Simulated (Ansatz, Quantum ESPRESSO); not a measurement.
## Lattice dynamics of SrTa (Pm-3m) in two programs

Aim: the phonon dispersion of SrTa (Pm-3m), checked by a second program.

Method: DFT PBE, scalar-relativistic, plane waves, SPMS norm-conserving pseudopotentials, in Quantum ESPRESSO 7.5.

The structure was built from a prototype and need not be the compound's stable phase.

### Step 1. The starting structure

The structure is cubic, space group Pm-3m (No. 221). Conventional cell: a = 4.108 Å, b = 4.108 Å, c = 4.108 Å, α = 90.00°, β = 90.00°, γ = 90.00°. Nearest to Sr lie 8 Ta at 3.56 Å. Nearest to Ta lie 8 Sr at 3.56 Å. Farther neighbours are not listed.

### Step 2. A probe with smearing

Before anything dear is run, a loose run with smearing shows whether this is a metal and how far the cell is from rest.

probe.in

```
&control
   calculation = 'scf'
   prefix = 'x'
   outdir = './tmp'
   pseudo_dir = './pseudo'
   tprnfor = .true.
   tstress = .true.
   verbosity = 'high'
/
&system
   ibrav = 0
   nat = 2
   ntyp = 2
   ecutwfc = 60.0
   occupations = 'smearing'
   smearing = 'gaussian'
   degauss = 0.01
/
&electrons
   conv_thr = 1.0d-07
   mixing_beta = 0.7
   electron_maxstep = 100
/
ATOMIC_SPECIES
 Sr     87.6200  Sr.upf
 Ta    180.9479  Ta.upf
CELL_PARAMETERS angstrom
     4.108489250    0.000000000    0.000000000
     0.000000000    4.108489250    0.000000000
     0.000000000    0.000000000    4.108489250
ATOMIC_POSITIONS crystal
 Sr     0.000000000   0.000000000   0.000000000
 Ta     0.500000000   0.500000000   0.500000000
K_POINTS automatic
 4 4 4 0 0 0
```

On the command line:

```console
> OMP_NUM_THREADS=1 mpirun -n 4 pw.x -nk 4 -in probe.in > probe.out
```

The log of the run:

```text
[banners, grids, parts of the stress and lines that vanish by symmetry left out]
Program PWSCF v.7.5
     Message from routine setup:
     using ibrav=0 with symmetry is DISCOURAGED, use correct ibrav instead
[...]
kinetic-energy cutoff     =      60.0000  Ry
     charge density cutoff     =     240.0000  Ry
     scf convergence threshold =      1.0E-07
[...]
Exchange-correlation= PBE
                           (   1   4   3   4   0   0   0)
[...]
48 Sym. Ops., with inversion, found
[...]
(     0          1          0      )
                  (     0          0          1      )
[...]
(  0.0000000  1.0000000  0.0000000 )
                  (  0.0000000  0.0000000  1.0000000 )
[...]
(     0         -1          0      )
                  (     0          0          1      )
[...]
(  0.0000000 -1.0000000  0.0000000 )
[...]
(     0          0          1      )
                  (     1          0          0      )
[...]
( -1.0000000  0.0000000  0.0000000 )
                  (  0.0000000  1.0000000  0.0000000 )
[...]
number of k points=    10  Gaussian smearing, width (Ry)=  0.0100
[...]
End of self-consistent calculation
[...]
the Fermi energy is     8.2858 ev
!    total energy              =    -200.21107054 Ry
[...]
convergence has been achieved in   7 iterations
[...]
atom    1 type  1   force =     0.00000000    0.00000000    0.00000000
     atom    2 type  2   force =     0.00000000    0.00000000    0.00000000
[...]
Total force =     0.000000     Total SCF correction =     0.000000
[...]
total   stress  (Ry/bohr**3)                   (kbar)     P=      -69.24
[...]
XML data file, charge density, pseudopotentials, collected wavefunctions

   JOB DONE.
```

Elapsed: 3 s, on 4 MPI ranks of Arm Neoverse V2, shared host; 12 s of CPU time.

This step gave:

```yaml
volume_per_atom: 34.67 Å³
pressure: -6.924 GPa
gap_on_the_k_mesh: 0 eV
```

No gap opens on this mesh, so smearing is kept; the start stands at -6.9 GPa.

### Step 3. Relaxing the cell and atoms

Frequencies change by per cents with a per cent of volume, so the structure is first brought to rest at this level of theory.

relax.in

```
&control
   calculation = 'vc-relax'
   prefix = 'x'
   outdir = './tmp'
   pseudo_dir = './pseudo'
   tprnfor = .true.
   tstress = .true.
   forc_conv_thr = 2.0d-05
   etot_conv_thr = 1.0d-07
   nstep = 40
/
&system
   ibrav = 0
   nat = 2
   ntyp = 2
   ecutwfc = 60.0
   occupations = 'smearing'
   smearing = 'mv'
   degauss = 0.02
/
&electrons
   conv_thr = 1.0d-11
   mixing_beta = 0.7
   electron_maxstep = 100
/
&ions
/
&cell
   press_conv_thr = 0.2
/
ATOMIC_SPECIES
 Sr     87.6200  Sr.upf
 Ta    180.9479  Ta.upf
CELL_PARAMETERS angstrom
     4.108489250    0.000000000    0.000000000
     0.000000000    4.108489250    0.000000000
     0.000000000    0.000000000    4.108489250
ATOMIC_POSITIONS crystal
 Sr     0.000000000   0.000000000   0.000000000
 Ta     0.500000000   0.500000000   0.500000000
K_POINTS automatic
 8 8 8 0 0 0
```

On the command line:

```console
> OMP_NUM_THREADS=1 mpirun -n 4 pw.x -nk 4 -in relax.in > relax.out
```

The log of the run:

```text
[banners, grids, parts of the stress and lines that vanish by symmetry left out]
[banner, memory and clock lines left out]
Program PWSCF v.7.5

[...]
kinetic-energy cutoff     =      60.0000  Ry
     charge density cutoff     =     240.0000  Ry
     scf convergence threshold =      1.0E-11
[...]
energy convergence thresh.=      1.0E-07
     force convergence thresh. =      2.0E-05
     press convergence thresh. =      2.0E-01
     Exchange-correlation= PBE
                           (   1   4   3   4   0   0   0)
[...]
48 Sym. Ops., with inversion, found
[...]
number of k points=    35  Marzari-Vanderbilt smearing, width (Ry)=  0.0200
[...]
End of self-consistent calculation
[...]
the Fermi energy is     8.3425 ev
!    total energy              =    -200.20479714 Ry
[...]
convergence has been achieved in  11 iterations
[...]
atom    1 type  1   force =     0.00000000    0.00000000    0.00000000
     atom    2 type  2   force =     0.00000000    0.00000000    0.00000000
     Total force =     0.000000     Total SCF correction =     0.000000
[...]
total   stress  (Ry/bohr**3)                   (kbar)     P=      -65.61
[...]
number of bfgs steps    =   0
[...]
CELL_PARAMETERS (angstrom)
[...]
ATOMIC_POSITIONS (crystal)
Sr               0.0000000000        0.0000000000        0.0000000000
Ta               0.5000000000        0.5000000000        0.5000000000
[...]
New effective cutoffs (rho, wfc):  245.14   61.35
[...]
End of self-consistent calculation
[...]
the Fermi energy is     8.7082 ev
!    total energy              =    -200.21138432 Ry
[...]
convergence has been achieved in   6 iterations
[...]
atom    1 type  1   force =     0.00000000    0.00000000    0.00000000
     atom    2 type  2   force =     0.00000000    0.00000000    0.00000000
     Total force =     0.000000     Total SCF correction =     0.000000
[...]
total   stress  (Ry/bohr**3)                   (kbar)     P=      -59.37
[...]
number of bfgs steps    =   1
[...]
WARNING: bfgs curvature condition failed, Theta= 0.904
[...]
CELL_PARAMETERS (angstrom)
[...]
ATOMIC_POSITIONS (crystal)
Sr               0.0000000000        0.0000000000        0.0000000000
Ta               0.5000000000        0.5000000000        0.5000000000
[...]
New effective cutoffs (rho, wfc):  253.65   63.48
[...]
End of self-consistent calculation
[...]
the Fermi energy is     9.2862 ev
!    total energy              =    -200.21965270 Ry
[...]
convergence has been achieved in  10 iterations
[...]
atom    1 type  1   force =     0.00000000    0.00000000    0.00000000
     atom    2 type  2   force =     0.00000000    0.00000000    0.00000000
     Total force =     0.000000     Total SCF correction =     0.000000
[...]
total   stress  (Ry/bohr**3)                   (kbar)     P=      -47.86
[...]
number of bfgs steps    =   2
[...]
CELL_PARAMETERS (angstrom)
[...]
ATOMIC_POSITIONS (crystal)
[...]
New effective cutoffs (rho, wfc):  267.27   66.89
[...]
End of self-consistent calculation
[...]
the Fermi energy is    10.2250 ev
!    total energy              =    -200.22782790 Ry
[...]
convergence has been achieved in  10 iterations
[...]
atom    1 type  1   force =     0.00000000    0.00000000    0.00000000
     atom    2 type  2   force =     0.00000000    0.00000000    0.00000000
     Total force =     0.000000     Total SCF correction =     0.000000
[...]
total   stress  (Ry/bohr**3)                   (kbar)     P=        5.68
[...]
number of bfgs steps    =   4
[...]
CELL_PARAMETERS (angstrom)
[...]
ATOMIC_POSITIONS (crystal)
[...]
New effective cutoffs (rho, wfc):  278.93   69.80
[...]
the Fermi energy is    11.0417 ev
!    total energy              =    -200.23004520 Ry
[...]
convergence has been achieved in   9 iterations
[...]
atom    1 type  1   force =     0.00000000    0.00000000    0.00000000
     atom    2 type  2   force =     0.00000000    0.00000000    0.00000000
     Total force =     0.000000     Total SCF correction =     0.000000
[...]
total   stress  (Ry/bohr**3)                   (kbar)     P=       -0.44
[...]
number of bfgs steps    =   5
[...]
CELL_PARAMETERS (angstrom)
[...]
ATOMIC_POSITIONS (crystal)
[...]
New effective cutoffs (rho, wfc):  279.12   69.85
[...]
the Fermi energy is    11.0552 ev
!    total energy              =    -200.23004579 Ry
[...]
convergence has been achieved in   7 iterations
[...]
atom    1 type  1   force =     0.00000000    0.00000000    0.00000000
     atom    2 type  2   force =     0.00000000    0.00000000    0.00000000
     Total force =     0.000000     Total SCF correction =     0.000000
[...]
total   stress  (Ry/bohr**3)                   (kbar)     P=       -0.01
[...]
number of bfgs steps    =   6
[...]
small trust_radius: resetting bfgs history
[...]
CELL_PARAMETERS (angstrom)
[...]
ATOMIC_POSITIONS (crystal)
[...]
New effective cutoffs (rho, wfc):  279.12   69.85
[...]
End of self-consistent calculation
[...]
the Fermi energy is    11.0552 ev
!    total energy              =    -200.23004579 Ry
[...]
convergence has been achieved in   2 iterations
[...]
atom    1 type  1   force =     0.00000000    0.00000000    0.00000000
     atom    2 type  2   force =     0.00000000    0.00000000    0.00000000
     Total force =     0.000000     Total SCF correction =     0.000000
[...]
total   stress  (Ry/bohr**3)                   (kbar)     P=       -0.01
[...]
bfgs converged in   8 scf cycles and   7 bfgs steps
[...]
End of BFGS Geometry Optimization
     Final enthalpy           =    -200.2300457880 Ry
     File ./tmp/x.bfgs deleted, as requested
[...]
CELL_PARAMETERS (angstrom)
[...]
ATOMIC_POSITIONS (crystal)
Sr               0.0000000000        0.0000000000        0.0000000000
Ta               0.5000000000        0.5000000000        0.5000000000
[...]
Final scf calculation at the relaxed structure.
[...]
kinetic-energy cutoff     =      60.0000  Ry
     charge density cutoff     =     240.0000  Ry
     scf convergence threshold =      1.0E-13
[...]
press convergence thresh. =      2.0E-01
     Exchange-correlation= PBE
                           (   1   4   3   4   0   0   0)
[...]
48 Sym. Ops., with inversion, found
[...]
number of k points=    35  Marzari-Vanderbilt smearing, width (Ry)=  0.0200
[...]
End of self-consistent calculation
[...]
the Fermi energy is    11.0552 ev
!    total energy              =    -200.23004482 Ry
[...]
convergence has been achieved in  11 iterations
[...]
atom    1 type  1   force =     0.00000000    0.00000000    0.00000000
     atom    2 type  2   force =     0.00000000    0.00000000    0.00000000
     Total force =     0.000000     Total SCF correction =     0.000000
[...]
total   stress  (Ry/bohr**3)                   (kbar)     P=       -0.01
[...]
XML data file, charge density, pseudopotentials, collected wavefunctions
```

Wall time 52 s (4 MPI ranks); 3.5 min of CPU time.

The steps of the relaxation:

| step | energy less that of the first step (eV) | largest force (eV/Å) | pressure (GPa) | volume (Å³) |
| --- | --- | --- | --- | --- |
| 1 | 0.0000 | 0.0000 | -6.56 | 69.35 |
| 2 | -0.0896 | 0.0000 | -5.94 | 67.06 |
| 3 | -0.2021 | 0.0000 | -4.79 | 63.71 |
| 4 | -0.3133 | 0.0000 | -2.48 | 58.90 |
| 5 | -0.3423 | 0.0000 | 0.57 | 54.48 |
| 6 | -0.3435 | 0.0000 | -0.04 | 55.25 |
| 7 | -0.3435 | 0.0000 | 0.00 | 55.19 |
| 8 | -0.3435 | 0.0000 | 0.00 | 55.19 |
| 9 | -0.3435 | 0.0000 | 0.00 | 55.19 |

| conventional cell, symmetrised | before | after | change |
| --- | --- | --- | --- |
| a (Å) | 4.108 | 3.807 | -7.3 % |
| b (Å) | 4.108 | 3.807 | -7.3 % |
| c (Å) | 4.108 | 3.807 | -7.3 % |
| volume (Å³/atom) | 34.67 | 27.60 | -20.4 % |

Final coordinates:

```xyz
2
Lattice="3.8074 0.0000 0.0000 0.0000 3.8074 0.0000 0.0000 0.0000 3.8074" Properties=species:S:1:pos:R:3 pbc="T T T"
Sr    0.0000    0.0000    0.0000
Ta    1.9037    1.9037    1.9037
```

The last row of the table of steps is pw.x's closing run on a basis chosen anew for the final cell, so its energy can jump.

Read from the output:

```
volume per atom : 27.60 Å³
pressure        : -0.001 GPa
```

The volume changes by -20.4 % from the cell with which this run began.

### Step 4. Ground state

Perturbation theory inherits every error of the wavefunctions, so the threshold is set near the limit of the arithmetic. Smearing stays on, as the first look found no gap above 0.3 eV.

scf.in

```
&control
   calculation = 'scf'
   prefix = 'x'
   outdir = './tmp'
   pseudo_dir = './pseudo'
   tprnfor = .true.
   tstress = .true.
/
&system
   ibrav = 0
   nat = 2
   ntyp = 2
   ecutwfc = 60.0
   occupations = 'smearing'
   smearing = 'mv'
   degauss = 0.02
/
&electrons
   conv_thr = 1.0d-12
   mixing_beta = 0.7
   electron_maxstep = 100
/
ATOMIC_SPECIES
 Sr     87.6200  Sr.upf
 Ta    180.9479  Ta.upf
CELL_PARAMETERS angstrom
     3.807391159    0.000000000    0.000000000
     0.000000000    3.807391159    0.000000000
     0.000000000    0.000000000    3.807391159
ATOMIC_POSITIONS crystal
 Sr     0.000000000   0.000000000   0.000000000
 Ta     0.500000000   0.500000000   0.500000000
K_POINTS automatic
 8 8 8 0 0 0
```

On the command line:

```console
> OMP_NUM_THREADS=1 mpirun -n 4 pw.x -nk 4 -in scf.in > scf.out
```

The log of the run:

```text
[banners, grids, parts of the stress and lines that vanish by symmetry left out]
[banner, memory and clock lines left out]
Program PWSCF v.7.5

[...]
kinetic-energy cutoff     =      60.0000  Ry
     charge density cutoff     =     240.0000  Ry
     scf convergence threshold =      1.0E-12
[...]
Exchange-correlation= PBE
                           (   1   4   3   4   0   0   0)
[...]
48 Sym. Ops., with inversion, found
[...]
number of k points=    35  Marzari-Vanderbilt smearing, width (Ry)=  0.0200
[...]
End of self-consistent calculation
[...]
the Fermi energy is    11.0552 ev
!    total energy              =    -200.23004482 Ry
[...]
convergence has been achieved in  10 iterations
[...]
atom    1 type  1   force =     0.00000000    0.00000000    0.00000000
     atom    2 type  2   force =     0.00000000    0.00000000    0.00000000
     Total force =     0.000000     Total SCF correction =     0.000000
[...]
total   stress  (Ry/bohr**3)                   (kbar)     P=       -0.01
[...]
XML data file, charge density, pseudopotentials, collected wavefunctions
```

It took 6.8 s on 4 MPI ranks; 27 s of CPU time.

The cell stands at -0.001 GPa, close enough for phonons.

(Continued in part 2 of 4.)

[Host names and launcher messages were left out of these logs when they were recorded.]

[Logs are printed without paths, hosts, clocks, repeated set-up lines and the standing remarks that a program may print on its own settings, such as how far it seeks lower states.]

[Hosts, paths, dates, database ids (printed as entryN), source tags and the programs' standing remarks are cut or masked in the printed files.]
